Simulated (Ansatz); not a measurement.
# Work function of K(110): what the settings cost and change, part 2 of 2

Aim: the numerical settings behind the work function of K(110), with the cost of each.

Ansatz 0.2.0; plane-wave DFT, PBE, Ansatz PAW.

So far. Step 7 (Slab): The work function is 2.399 eV, +0.008 eV from the run “cutoff 420 eV”, at 0.12 times its CPU time. Step 8 (Run): The work function is 2.385 eV, -0.005 eV from the run “cutoff 420 eV”, at 0.45 times its CPU time.

**9. Slab**

Input file input.yaml:

```yaml
crystal:
  lattice:
    - [3.6981684656, -2.615, 0.0]
    - [3.6981684656, 2.615, 0.0]
    - [0.0, 0.0, 40.1890107936]
  atoms:
    - { symbol: K, position: [0.0, 0.0, 0.2239418145] }
    - { symbol: K, position: [0.5, 0.5, 0.3159612097] }
    - { symbol: K, position: [0.0, 0.0, 0.4079806048] }
    - { symbol: K, position: [0.5, 0.5, 0.5] }
    - { symbol: K, position: [0.0, 0.0, 0.5920193952] }
    - { symbol: K, position: [0.5, 0.5, 0.6840387903] }
    - { symbol: K, position: [0.0, 0.0, 0.7760581855] }
kpoints:
  mp_grid: { grid: [15, 15, 1] }
hamiltonian:
  xc: pbe
scf:
  occupations: { method: fermi_dirac, width: 0.1 }
  convergence: { dr2_threshold: 1.0e-09 }
efield:
  axis: 3
  dipole_correction: true
  ramp_position: 0.97
  ramp_width: 0.06
output:
  write_potential: true
  write_density: true
  volumetric_format: npy
```

Run with:

```sh
ansatz run input.yaml --threads 2 --pin off --max-ram 3072MiB --backend cpu --events-out ev --progress --plain --runs-dir out
```

Numbers of over 12 decimals in the logs are rounded to 6 here.

The program printed:

```text
[...]
Crystal: 7 atoms, lattice volume = 777.313 Å³
Basis set: ecut = 420 eV, 15259 PW (Γ)
Bands: 39, of which v1, the nominal top of the filled ones, is band 32 counted from 1 (31 counted from 0)
Symmetry: 4 space group operations
k-points: 64 of 225
[...]
k-point 1: bands = [... 28 lower, -1.7054, -1.5576, -1.3146, -0.9775, -0.5557, -0.0706, 0.4463, 1.0856, ... 3 higher]
  k-point 2: bands = [... 28 lower, -1.5793, -1.4328, -1.1918, -0.8571, -0.4380, 0.0443, 0.5592, 1.1566, ... 3 higher]
  k-point 63: bands = [... 28 lower, 0.9235, 1.0736, 1.1354, 1.2063, 1.3089, 1.3264, 1.4995, 1.5980, ... 3 higher]
[key lines of the parts left out:]
SCF converged after 9 iterations
Free energy (F): -10764.315700 eV
Fermi energy:    0.402537 eV
Dipole field:    D = -0.000000 V/Å  (p = -0.000002 e·Å, saw-weighted, corrected)
Work function:   Φ+ = 2.3917 eV   Φ− = 2.3917 eV
```

Elapsed: 2 min, on 2 threads of Intel Xeon 6975P-C (Granite Rapids), shared host; peak memory 2.2 GiB.

The work function is 2.392 eV, +0.001 eV from the run “cutoff 420 eV”, at 1.8 times its CPU time.

**10. Run**

Changes to input.yaml since step 9:

```diff
@@ -14,3 +14,3 @@
 kpoints:
-  mp_grid: { grid: [15, 15, 1] }
+  mp_grid: { grid: [10, 10, 1] }
 hamiltonian:
@@ -18,3 +18,3 @@
 scf:
-  occupations: { method: fermi_dirac, width: 0.1 }
+  occupations: { method: gaussian, width: 0.05 }
   convergence: { dr2_threshold: 1.0e-09 }
```

The program printed:

```text
[...]
Crystal: 7 atoms, lattice volume = 777.313 Å³
Basis set: ecut = 420 eV, 15259 PW (Γ)
Bands: 39, of which v1, the nominal top of the filled ones, is band 32 counted from 1 (31 counted from 0)
Symmetry: 4 space group operations
k-points: 31 of 100
[...]
k-point 1: bands = [... 28 lower, -1.6389, -1.4966, -1.2567, -0.9163, -0.4979, -0.0145, 0.5021, 1.1213, ... 3 higher]
  k-point 2: bands = [... 28 lower, -1.3585, -1.2192, -0.9840, -0.6493, -0.2371, 0.2396, 0.7491, 1.2809, ... 3 higher]
  k-point 30: bands = [... 28 lower, 0.9085, 1.0545, 1.1359, 1.2019, 1.2890, 1.3194, 1.4949, 1.5879, ... 3 higher]
[key lines of the parts left out:]
SCF converged after 10 iterations
Free energy (F): -10764.219423 eV
Fermi energy:    0.417691 eV
Dipole field:    D = -0.000001 V/Å  (p = -0.000002 e·Å, saw-weighted, corrected)
Work function:   Φ+ = 2.3562 eV   Φ− = 2.3562 eV
```

Elapsed: 60 s, on 2 threads; peak memory 1.4 GiB; 2 min of CPU time.

The work function is 2.356 eV, -0.035 eV from the run “cutoff 420 eV”, at 0.88 times its CPU time.

**11. Run**

Changes to input.yaml since step 10:

```diff
@@ -18,3 +18,3 @@
 scf:
-  occupations: { method: gaussian, width: 0.05 }
+  occupations: { method: methfessel_paxton, width: 0.2 }
   convergence: { dr2_threshold: 1.0e-09 }
```

The program printed:

```text
[...]
Crystal: 7 atoms, lattice volume = 777.313 Å³
Basis set: ecut = 420 eV, 15259 PW (Γ)
Bands: 39, of which v1, the nominal top of the filled ones, is band 32 counted from 1 (31 counted from 0)
Symmetry: 4 space group operations
k-points: 31 of 100
[...]
k-point 1: bands = [... 28 lower, -1.6420, -1.4986, -1.2587, -0.9188, -0.5001, -0.0165, 0.5000, 1.1198, ... 3 higher]
  k-point 2: bands = [... 28 lower, -1.3616, -1.2212, -0.9860, -0.6519, -0.2394, 0.2376, 0.7471, 1.2793, ... 3 higher]
  k-point 30: bands = [... 28 lower, 0.9054, 1.0524, 1.1328, 1.1999, 1.2870, 1.3173, 1.4924, 1.5852, ... 3 higher]
[key lines of the parts left out:]
SCF converged after 9 iterations
Free energy (F): -10764.217899 eV
Fermi energy:    0.414827 eV
Dipole field:    D = -0.000001 V/Å  (p = -0.000003 e·Å, saw-weighted, corrected)
Work function:   Φ+ = 2.3640 eV   Φ− = 2.3640 eV
```

Run time: 66 s. Hardware: 2 threads; peak memory 1.4 GiB; 2.2 min of CPU time.

The work function is 2.364 eV, -0.027 eV from the run “cutoff 420 eV”, at 0.97 times its CPU time.

**12. Run**

Changes to input.yaml since step 11:

```diff
@@ -18,3 +18,3 @@
 scf:
-  occupations: { method: methfessel_paxton, width: 0.2 }
+  occupations: { method: fermi_dirac, width: 0.3 }
   convergence: { dr2_threshold: 1.0e-09 }
```

The program printed:

```text
band count auto-derived: 50 (N_el = 63.0; filled up to band 32; 39 by the electrons, moments and atoms)
[...]
Crystal: 7 atoms, lattice volume = 777.313 Å³
Basis set: ecut = 420 eV, 15259 PW (Γ)
Bands: 50, of which v1, the nominal top of the filled ones, is band 32 counted from 1 (31 counted from 0)
Symmetry: 4 space group operations
k-points: 31 of 100
[...]
k-point 1: bands = [... 28 lower, -1.6926, -1.5456, -1.3022, -0.9641, -0.5412, -0.0549, 0.4615, 1.0868, ... 14 higher]
  k-point 2: bands = [... 28 lower, -1.4122, -1.2682, -1.0296, -0.6972, -0.2806, 0.1993, 0.7101, 1.2453, ... 14 higher]
  k-point 30: bands = [... 28 lower, 0.8551, 1.0056, 1.0816, 1.1512, 1.2434, 1.2709, 1.4438, 1.5387, ... 14 higher]
[key lines of the parts left out:]
SCF converged after 9 iterations
Free energy (F): -10765.047391 eV
Fermi energy:    0.307084 eV
Dipole field:    D = 0.000000 V/Å  (p = 0.000000 e·Å, saw-weighted, corrected)
Work function:   Φ+ = 2.5717 eV   Φ− = 2.5718 eV
```

Run time: 84 s. Hardware: 2 threads; peak memory 1.7 GiB; 2.8 min of CPU time.

The work function is 2.572 eV, +0.181 eV from the run “cutoff 420 eV”, at 1.2 times its CPU time.

**13. Run**

Changes to input.yaml since step 12:

```diff
@@ -18,3 +18,3 @@
 scf:
-  occupations: { method: fermi_dirac, width: 0.3 }
+  occupations: { method: cold, width: 0.1 }
   convergence: { dr2_threshold: 1.0e-09 }
```

The program printed:

```text
[...]
Crystal: 7 atoms, lattice volume = 777.313 Å³
Basis set: ecut = 420 eV, 15259 PW (Γ)
Bands: 39, of which v1, the nominal top of the filled ones, is band 32 counted from 1 (31 counted from 0)
Symmetry: 4 space group operations
k-points: 31 of 100
[...]
k-point 1: bands = [... 28 lower, -1.6398, -1.4972, -1.2570, -0.9171, -0.4987, -0.0150, 0.5015, 1.1209, ... 3 higher]
  k-point 2: bands = [... 28 lower, -1.3594, -1.2197, -0.9842, -0.6501, -0.2379, 0.2390, 0.7486, 1.2805, ... 3 higher]
  k-point 30: bands = [... 28 lower, 0.9076, 1.0539, 1.1350, 1.2014, 1.2887, 1.3192, 1.4943, 1.5870, ... 3 higher]
[key lines of the parts left out:]
SCF converged after 9 iterations
Free energy (F): -10764.216915 eV
Fermi energy:    0.418772 eV
Dipole field:    D = -0.000000 V/Å  (p = -0.000002 e·Å, saw-weighted, corrected)
Work function:   Φ+ = 2.3565 eV   Φ− = 2.3565 eV
```

Elapsed: 55 s, on 2 threads; peak memory 1.4 GiB; 1.8 min of CPU time.

The work function is 2.356 eV, -0.034 eV from the run “cutoff 420 eV”, at 0.81 times its CPU time.

**14. The series together**

Times are for 2 threads of Intel Xeon 6975P-C (Granite Rapids), shared host. The series side by side:

| no. | setting | work function, upper face (eV) | time | memory (GiB) |
| --- | --- | --- | --- | --- |
| 1 | cutoff 200 eV | 2.405 | 23 s | 0.65 |
| 2 | cutoff 300 eV | 2.391 | 39 s | 0.95 |
| 3 | cutoff 420 eV | 2.391 | 68 s | 1.4 |
| 4 | cutoff 600 eV | 2.391 | 1.7 min | 2.2 |
| 5 | mesh 2x2 | 2.318 | 6 s | 0.79 |
| 6 | mesh 3x3 | 2.399 | 9.4 s | 0.76 |
| 7 | mesh 7x7 | 2.385 | 31 s | 1.1 |
| 8 | mesh 15x15 | 2.392 | 2 min | 2.2 |
| 9 | Gaussian smearing 0.05 eV | 2.356 | 60 s | 1.4 |
| 10 | methfessel_paxton smearing 0.2 eV | 2.364 | 66 s | 1.4 |
| 11 | fermi_dirac smearing 0.3 eV | 2.572 | 84 s | 1.7 |
| 12 | cold smearing 0.1 eV | 2.356 | 55 s | 1.4 |

**15. Varying the input**

An input spoilt on purpose, to show how the run answers: it repeats the earlier run “cutoff 200 eV” with output.write_potential from write_potential to Write_potential, and scf.max_iter set to 50; its output block differs too.

Changes to input.yaml since step 13:

```diff
@@ -18,4 +18,5 @@
 scf:
-  occupations: { method: cold, width: 0.1 }
+  occupations: { method: fermi_dirac, width: 0.1 }
   convergence: { dr2_threshold: 1.0e-09 }
+  max_iter: 50
 efield:
@@ -25,4 +26,6 @@
   ramp_width: 0.06
+basis:
+  ecutwfc: "200 eV"
 output:
-  write_potential: true
+  Write_potential: true
   write_density: true
```

The program printed:

```text
Error: YAML parse error: error: line 30 column 3: unknown field `Write_potential`, expected one of write_density, write_potential, write_potential_components, volumetric_format, write_bands, fatbands, populations, hubbard, elf, band_densities, bader, dos, optics, efg, charged_corrections, wannier, polarization, topological_invariants, transmission, current_voltage, crpa, pair_interaction, rpa_energy, embedding, core_ [...]
  --> <input>:30:3
   |
28 |   ecutwfc: "200 eV"
29 | output:
30 |   Write_potential: true
   |   ^ unknown field `Write_potential`, expected one of write_density, write_potential, write_potential_components, volumetric_format, write_bands, fatbands, populations, hubbard, elf, band_densities, bader, dos, optics, efg, charged_corrections, wannier, polarization, topological_invariants, transmission, current_voltage, crpa, pair_interaction, rpa_energy, embedding, core_levels, xc_energy_on_converged_density, boltztrap, local_orbitals, orbitals, eigenstates, states_by_energy, atomic_orbital_hamiltonian, active_space, given_orbital_levels, support_matrices, forces, stress, cutoff_correction, eigenvalues, band_residual_tolerance, publish_guard_bands
31 |   write_density: true
32 |   volumetric_format: npy
   |
```

Wall time 0.02 s (2 threads); peak memory 0.09 GiB.

The input was rejected at the start.

The program's message: “Error: YAML parse error: error: line 30 column 3: unknown field `Write_potential`, expected one of write_density, write_potential, write_potential_components, volumetric_format, write_bands, fatbands, …”

A key was misspelt on purpose.

**16. Results**

```
work function, cutoff 420 eV               : 2.391 eV
work function, cutoff 600 eV               : 2.391 eV
work function, mesh 2x2                    : 2.318 eV
work function, fermi_dirac smearing 0.3 eV : 2.572 eV
```

What this shows: The run at the highest cutoff gives 2.39 eV, and the settings tried spread the value from 2.32 to 2.57 eV. Against 600 eV, a cutoff of 200 eV is off by +0.014 eV. Against 600 eV, a cutoff of 420 eV is off by -0.000 eV. Against the finest mesh, 15 points along a, the coarser ones are off by -0.07 (2), +0.01 (3) and -0.01 (7) eV. The smearing schemes and widths spread it over 0.22 eV. The ladder's slabs use the tabulated experimental lattice constant (two decimals; a low-temperature value for the alkali metals).

[Logs are printed without paths, hosts, clocks, repeated set-up lines and the standing remarks that a program may print on its own settings, such as how far it seeks lower states.]

[Hosts, paths, dates, database ids (printed as entryN), source tags and the programs' standing remarks are cut or masked in the printed files.]

[Maps of the electrostatic potential energy from Ansatz leave out the sawtooth potential of an applied field or a dipole correction, so their vacuum need not be flat; planar profiles and work functions include it.]
